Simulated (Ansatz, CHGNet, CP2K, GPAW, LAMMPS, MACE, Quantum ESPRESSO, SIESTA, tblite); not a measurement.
# SIESTA on Zn40S29Se11 with crystalline order left by the classical run (80 atoms): settings against a plane-wave reference, part 2 of 2

Wanted: SIESTA inputs and outputs for Zn40S29Se11 with crystalline order left by the classical run (80 atoms), checked against a plane-wave reference.

Program: SIESTA 5.4.2; the method stands at each step. Banners, paths, timers and routine set-up lines are dropped from the logs unmarked, and long logs keep their key lines alone; longer cuts are marked. The potentials were converted by us to PSML.

So far. Step 2 (PBE, DZP, shift 0.01 Ry, mesh 500 Ry): Forces lie 32 % from the reference's, at 0.17 times its CPU time (on 2 against 4 cores). Step 3 (PBE, SZ, shift 0.02 Ry, mesh 500 Ry): Against the first run (32 %), the force difference from the reference is 193 %, at 0.67 times the CPU time (on 1 against 2 cores) (35 SCF steps against 17).

**4. PBE, SZP, shift 0.01 Ry, mesh 500 Ry**

Method: Kohn-Sham DFT, PBE, PseudoDojo 0.4.1 norm-conserving pseudopotentials (converted to PSML), numerical atomic orbitals (SZP), diagonalisation.

Contents of input.fdf:

```
SystemLabel cell
NumberOfAtoms 80
NumberOfSpecies 3
%block ChemicalSpeciesLabel
  1 30 Zn
  2 16 S
  3 34 Se
%endblock ChemicalSpeciesLabel
LatticeConstant 1.0 Ang
%block LatticeVectors
  11.84320 0.00000 0.00000
  0.00000 11.84320 0.00000
  0.00000 0.00000 11.84320
%endblock LatticeVectors
PAO.BasisSize SZP
PAO.EnergyShift 0.01 Ry
XC.Functional GGA
XC.Authors PBE
MeshCutoff 500 Ry
%block kgrid_Monkhorst_Pack
  1 0 0 0.0
  0 1 0 0.0
  0 0 1 0.0
%endblock kgrid_Monkhorst_Pack
SolutionMethod diagon
OccupationFunction FD
ElectronicTemperature 580 K
SCF.Mixer.Method Pulay
SCF.Mixer.Weight 0.15
SCF.Mixer.History 8
SCF.Mix Hamiltonian
MaxSCFIterations 300
SCF.DM.Tolerance 1e-04
SCF.H.Tolerance 1.0e-3 eV
WriteForces T
Write.HirshfeldPop T
Write.VoronoiPop T
Write.DM F
Write.H F
XML.Write F
AtomicCoordinatesFormat Fractional
%block AtomicCoordinatesAndAtomicSpecies
[... 80 atom lines left out: the same atoms as in the first run ...]
%endblock AtomicCoordinatesAndAtomicSpecies
```

On the command line:

```sh
> OMP_NUM_THREADS=1 mpirun -np 2 siesta < input.fdf > output.txt
```

The program printed:

```text
Version         : 5.4.2
reinit: System Name:
reinit: System Label: cell
initatom: Reading input for the pseudopotentials and atomic orbitals ----------
Species number:   1 Atomic number:   30 Label: Zn
Species number:   2 Atomic number:   16 Label: S
Species number:   3 Atomic number:   34 Label: Se
Ground state valence configuration (from tables):   4s02  4p00  3d10  4f00
Ground state valence configuration (from tables):   3s02  3p04  3d00  4f00
Ground state valence configuration (from tables):   4s02  4p04  4d00  4f00
---- Processing specs for species: Zn
GGA--PBE XC_GGA_X_PBE--XC_GGA_C_PBE pb
Semicore shell(s) with  8 electrons included in the valence for Zn
---- Processing specs for species: S
GGA--PBE XC_GGA_X_PBE--XC_GGA_C_PBE pb
---- Processing specs for species: Se
[... lines left out ...]
Total number of electrons:  1150.000000
[... lines left out ...]
stepf: Fermi-Dirac step function
        iscf     Eharris(eV)        E_KS(eV)     FreeEng(eV)     dDmax    Ef(eV) dHmax(eV)
[... lines left out ...]
SCF Convergence by DM+H criterion
[... lines left out ...]
SCF cycle converged after 18 iterations
[... lines left out ...]
   Max    3.428465
[... lines left out ...]
   Max    3.428465    constrained
Stress tensor Voigt[x,y,z,yz,xz,xy] (kbar):       43.56       40.40       43.33       -3.60        7.72       -5.79
[... lines left out ...]
siesta: Etot    =   -272425.901667
siesta: FreeEng =   -272425.956244
siesta: Final energy (eV):
siesta:  Band Struct. =  -41897.260041
siesta:       Kinetic =  127576.926613
siesta:       Hartree =  112737.421480
siesta:         Exch. =  -32433.782770
siesta:         Corr. =   -1871.944017
siesta:   Exch.-corr. =  -34305.726787
siesta:  Ion-electron = -359776.939551
siesta:       Ion-ion = -118657.583422
siesta:         Total = -272425.901667
siesta:         Fermi =      -0.362294
siesta: Stress tensor (static) (eV/Ang**3):
siesta:     0.027186   -0.003615    0.004817
siesta:    -0.003615    0.025213   -0.002245
siesta:     0.004817   -0.002245    0.027044
siesta: Cell volume =       1661.143650 Ang**3
siesta: Pressure (static):
siesta:                Solid            Molecule  Units
siesta:          -0.00028841         -0.00029740  Ry/Bohr**3
siesta:          -0.02648089         -0.02730621  eV/Ang**3
siesta:         -42.42705731        -43.74937446  kBar
    Orbital volume contribution        =          26.207222 eV
    (Free)E + p_basis*V_orbitals       =     -272399.749022 eV
    (Free)Eharris+ p_basis*V_orbitals  =     -272399.749025 eV
Hirshfeld Atomic Populations:
Atom #   charge [q] valence [e]  Species
     1     0.629924   19.370076  Zn
     2     0.645030   19.354970  Zn
     3     0.558096   19.441904  Zn
[...]
41    -0.657624    6.657624  S
    42    -0.642821    6.642821  S
    43    -0.651271    6.651271  S
[...]
70    -0.624984   16.624984  Se
    71    -0.636249   16.636249  Se
    72    -0.497736   16.497736  Se
[...]
--------------------
 Total    -0.000041
Voronoi Atomic Populations:
Atom #   charge [q] valence [e]  Species
[...]
39     0.659571   19.340429  Zn
    40     0.673082   19.326918  Zn
[...]
68    -0.673177    6.673177  S
    69    -0.684168    6.684168  S
[...]
79    -0.599942   16.599942  Se
    80    -0.610274   16.610274  Se
--------------------
 Total    -0.000041
```

Run time: 1.8 min. Hardware: 2 MPI ranks of Arm Neoverse V2, shared host; peak memory 1.6 GiB.

Against the reference:

| Quantity | Value |
| --- | --- |
| r.m.s. force component | 0.6615 eV/Å |
| r.m.s. difference of force components | 444.7 meV/Å |
| longest difference of force vectors | 4420 meV/Å |
| force difference over r.m.s. force | 105.6 % |
| slope of forces against the reference's | 1.176 |
| correlation of force components | 0.7488 |
| pressure | -4.243 GPa |
| pressure difference | -5.177 GPa |

This is a coarse setting, run to see what it loses.

Against the first run (32 %), the force difference from the reference is 106 %, at 0.86 times the CPU time, with 935 basis functions against 1335: the smaller basis costs accuracy.

**5. PBE, DZP, shift 0.04 Ry, mesh 500 Ry**

Method: Kohn-Sham DFT, PBE, PseudoDojo 0.4.1 norm-conserving pseudopotentials (converted to PSML), numerical atomic orbitals (DZP), diagonalisation.

Changes to input.fdf since step 4:

```diff
@@ -14,4 +14,4 @@
 %endblock LatticeVectors
-PAO.BasisSize SZP
-PAO.EnergyShift 0.01 Ry
+PAO.BasisSize DZP
+PAO.EnergyShift 0.04 Ry
 XC.Functional GGA
```

The program printed:

```text
Version         : 5.4.2
reinit: System Name:
reinit: System Label: cell
initatom: Reading input for the pseudopotentials and atomic orbitals ----------
Species number:   1 Atomic number:   30 Label: Zn
Species number:   2 Atomic number:   16 Label: S
Species number:   3 Atomic number:   34 Label: Se
Ground state valence configuration (from tables):   4s02  4p00  3d10  4f00
Ground state valence configuration (from tables):   3s02  3p04  3d00  4f00
Ground state valence configuration (from tables):   4s02  4p04  4d00  4f00
---- Processing specs for species: Zn
GGA--PBE XC_GGA_X_PBE--XC_GGA_C_PBE pb
Semicore shell(s) with  8 electrons included in the valence for Zn
---- Processing specs for species: S
GGA--PBE XC_GGA_X_PBE--XC_GGA_C_PBE pb
---- Processing specs for species: Se
[... lines left out ...]
Total number of electrons:  1150.000000
[... lines left out ...]
stepf: Fermi-Dirac step function
        iscf     Eharris(eV)        E_KS(eV)     FreeEng(eV)     dDmax    Ef(eV) dHmax(eV)
[... lines left out ...]
SCF Convergence by DM+H criterion
[... lines left out ...]
SCF cycle converged after 15 iterations
[... lines left out ...]
   Max    2.979225
[... lines left out ...]
   Max    2.979225    constrained
Stress tensor Voigt[x,y,z,yz,xz,xy] (kbar):      241.85      237.96      240.82       -4.83        8.75       -7.21
[... lines left out ...]
siesta: Etot    =   -272119.821559
siesta: FreeEng =   -272119.908318
siesta: Final energy (eV):
siesta:  Band Struct. =  -38401.939637
siesta:       Kinetic =  129390.914085
siesta:       Hartree =  114703.654771
siesta:         Exch. =  -32647.253424
siesta:         Corr. =   -1878.469636
siesta:   Exch.-corr. =  -34525.723059
siesta:  Ion-electron = -361740.717511
siesta:       Ion-ion = -119947.949845
siesta:         Total = -272119.821559
siesta:         Fermi =       0.716570
siesta: Stress tensor (static) (eV/Ang**3):
siesta:     0.150950   -0.004502    0.005461
siesta:    -0.004502    0.148522   -0.003013
siesta:     0.005461   -0.003013    0.150306
siesta: Cell volume =       1661.143650 Ang**3
siesta: Pressure (static):
siesta:                Solid            Molecule  Units
siesta:          -0.00163290         -0.00166736  Ry/Bohr**3
siesta:          -0.14992620         -0.15309025  eV/Ang**3
siesta:        -240.20825971       -245.27761824  kBar
    Orbital volume contribution        =          18.386368 eV
    (Free)E + p_basis*V_orbitals       =     -272101.521950 eV
    (Free)Eharris+ p_basis*V_orbitals  =     -272101.521962 eV
Hirshfeld Atomic Populations:
Atom #   charge [q] valence [e]  Species
     1     0.596412   19.403588  Zn
     2     0.612346   19.387654  Zn
     3     0.515205   19.484795  Zn
[...]
41    -0.621841    6.621841  S
    42    -0.602534    6.602534  S
    43    -0.610591    6.610591  S
[...]
70    -0.598718   16.598718  Se
    71    -0.607629   16.607629  Se
    72    -0.407216   16.407216  Se
[...]
--------------------
 Total    -0.000077
Voronoi Atomic Populations:
Atom #   charge [q] valence [e]  Species
[...]
39     0.541955   19.458045  Zn
    40     0.566008   19.433992  Zn
[...]
68    -0.566370    6.566370  S
    69    -0.580696    6.580696  S
[...]
79    -0.470207   16.470207  Se
    80    -0.488653   16.488653  Se
--------------------
 Total    -0.000078
```

Wall time 77 s (2 MPI ranks); peak memory 1.4 GiB.

Numbers from this run, and their distance from the reference:

| Quantity | Value |
| --- | --- |
| r.m.s. force component | 0.6224 eV/Å |
| r.m.s. difference of force components | 393.7 meV/Å |
| longest difference of force vectors | 3370 meV/Å |
| force difference over r.m.s. force | 93.51 % |
| slope of forces against the reference's | 1.155 |
| correlation of force components | 0.7816 |
| pressure | -24.02 GPa |
| pressure difference | -24.95 GPa |

This is a coarse setting, run to see what it loses.

Against the first run (32 %), the force difference from the reference is 94 %, at 0.61 times the CPU time.

**6. The ladder**

Differences are against the plane-wave reference, forces as r.m.s. over components; share is that over the reference's r.m.s. force, slope the least-squares factor from reference forces to these. Total energies of different programs have different zeros and aren't compared.

| run | Δ force, r.m.s. (meV/Å) | share (%) | slope | Δ pressure (GPa) | cores | CPU time | memory (GiB) |
| --- | --- | --- | --- | --- | --- | --- | --- |
| reference | - | - | - | - | 4 | 24 min | 4.5 |
| SIESTA PBE, DZP, shift 0.01 Ry, mesh 500 Ry | 134 | 31.9 | 1.125 | -0.829 | 2 | 4.2 min | 1.8 |
| SIESTA PBE, SZ, shift 0.02 Ry, mesh 500 Ry (coarse) | 811 | 193 | 1.595 | -7.22 | 1 | 2.8 min | 0.83 |
| SIESTA PBE, SZP, shift 0.01 Ry, mesh 500 Ry (coarse) | 445 | 106 | 1.176 | -5.18 | 2 | 3.6 min | 1.6 |
| SIESTA PBE, DZP, shift 0.04 Ry, mesh 500 Ry (coarse) | 394 | 93.5 | 1.155 | -25.0 | 2 | 2.6 min | 1.4 |

Rows marked coarse were listed beforehand as settings not expected to be converged; some can still land near the reference.

CPU time is summed over cores on a shared host, where runs went side by side, so it is rough. Symmetry, cutoffs, thresholds, outputs and thread counts weren't matched or tuned between programs; memory under MPI is the largest rank's times the ranks.

**7. Results**

```json
{
  "nearest in forces": "SIESTA PBE, DZP, shift 0.01 Ry, mesh 500 Ry, 32 %",
  "its CPU time": "4.2 min"
}
```

In words: The PBE run in local orbitals, coarse settings apart, differs by 32 % (SIESTA PBE, DZP, shift 0.01 Ry, mesh 500 Ry); basis, grid and potentials can all enter. Runs with settings chosen to be coarse differ by 94 % (SIESTA PBE, DZP, shift 0.04 Ry, mesh 500 Ry) to 193 % (SIESTA PBE, SZ, shift 0.02 Ry, mesh 500 Ry), their programs' other errors included. Of the electronic-structure runs that take under half the reference's CPU time, SIESTA PBE, DZP, shift 0.01 Ry, mesh 500 Ry comes nearest, at 32 % in 4.2 min against 24 min. SIESTA PBE, DZP, shift 0.01 Ry, mesh 500 Ry stiffens the forces by a factor of 1.12 while following their directions (correlation 0.968). In pressure, SIESTA PBE, DZP, shift 0.04 Ry, mesh 500 Ry misses by -25.0 GPa, at the same functional. The potentials hold different valence shells: 1040 electrons in the reference, 1150 in SIESTA; this bears on time and differences. The reference's pressure holds the uncorrected Pulay stress of its 45 Ry basis, so small pressure differences, and their order, may be the reference's own error. The quench rate of 4 K/ps is many orders above laboratory rates, so the cell is likely richer in defects and strain than a real sample. The network of bonds at the start is that of the classical potential that made the cell, and needn't be the one that DFT or experiment would give. The electronic-structure runs sample only Γ, in a cell whose shortest periodic width is 12 Å.

[Also dropped from logs without a mark: logging warnings of Python, and SIESTA's first energy breakdown and zero terms.]

[Logs are printed without paths, hosts, clocks, repeated set-up lines and the standing remarks that a program may print on its own settings, such as how far it seeks lower states.]

[Hosts, paths, dates, database ids (printed as entryN), source tags and the programs' standing remarks are cut or masked in the printed files.]
